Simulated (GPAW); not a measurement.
LiCl (Fm-3m): refractive index against wavelength

The refractive index of LiCl (Fm-3m) below the direct gap (6.32 eV on the mesh) is read from one computed spectrum, n = √(Re ε).

Cell: a, b, c = 3.627, 3.627, 3.627 Å (primitive vectors), 2 atoms.

Method: GPAW 26.7.0, PBE, RPA, k-mesh 12×12×12, local fields up to 60 eV, Lorentzian half width 0.15 eV.

Launch of the response step: `OMP_NUM_THREADS=1 python df.py`. The run took 44 s, its band step included, on 1 thread of Arm Neoverse V2, on a shared host.

```
wavelength (nm)  photon energy E (eV)       n
            700                 1.771  1.6708
            633                 1.959  1.6748
            532                 2.331  1.6842
            450                 2.755  1.6976
            405                 3.061  1.7092
            365                 3.397       ?
            308                 4.025  1.7595
```

In the single-oscillator model n² − 1 = E₀E_d/(E₀² − E²), so 1/(n² − 1) = E₀/E_d − E²/(E₀E_d) is linear in E².

Working, on the rows shown:

| x = E² (eV²) | y = 1/(n² − 1) |
| --- | --- |
| 3.13716 | 0.558169 |
| 3.83641 | 0.55403 |
| 5.43137 | 0.544505 |
| 7.59115 | 0.531393 |
| 9.37179 | 0.520463 |
| 16.2043 | 0.477136 |

Means: x̄ = 7.5954, ȳ = 0.53095. Σ(x − x̄)(y − ȳ) = -0.7194, Σ(x − x̄)² = 116. Slope = -0.7194 / 116 = -0.006204; intercept = ȳ − slope · x̄ = 0.57807. Turned back into n, the line misses the rows shown by at most 0.00058.

Task: What does the fit predict for the withheld row, and how well does it do?

Result: At x = 11.538 the line gives y = 0.50649, that is 1.7246. The run gave 1.7241, so the interpolation is off by 0.00054, 0.6 % of the range in the table.

Refitted with all rows, the slope is -0.006191 and the intercept 0.57803. These give E₀ = √(intercept/−slope) = 9.66 eV and E_d = E₀/intercept = 16.7 eV; E₀ is 1.5 times the direct gap. The electronic limit at long wavelengths, without lattice vibrations, is n = √(1 + 1/intercept) = 1.652. The cell comes from an older database entry, whose edges can be off by a per cent or so. Excitons are left out; PBE gaps are as a rule too small. The values come from a sum over the points of one k-mesh and carry its error, which grows as the direct gap shrinks.

[Logs are printed without paths, hosts, clocks, repeated set-up lines and the standing remarks that a program may print on its own settings, such as how far it seeks lower states.]
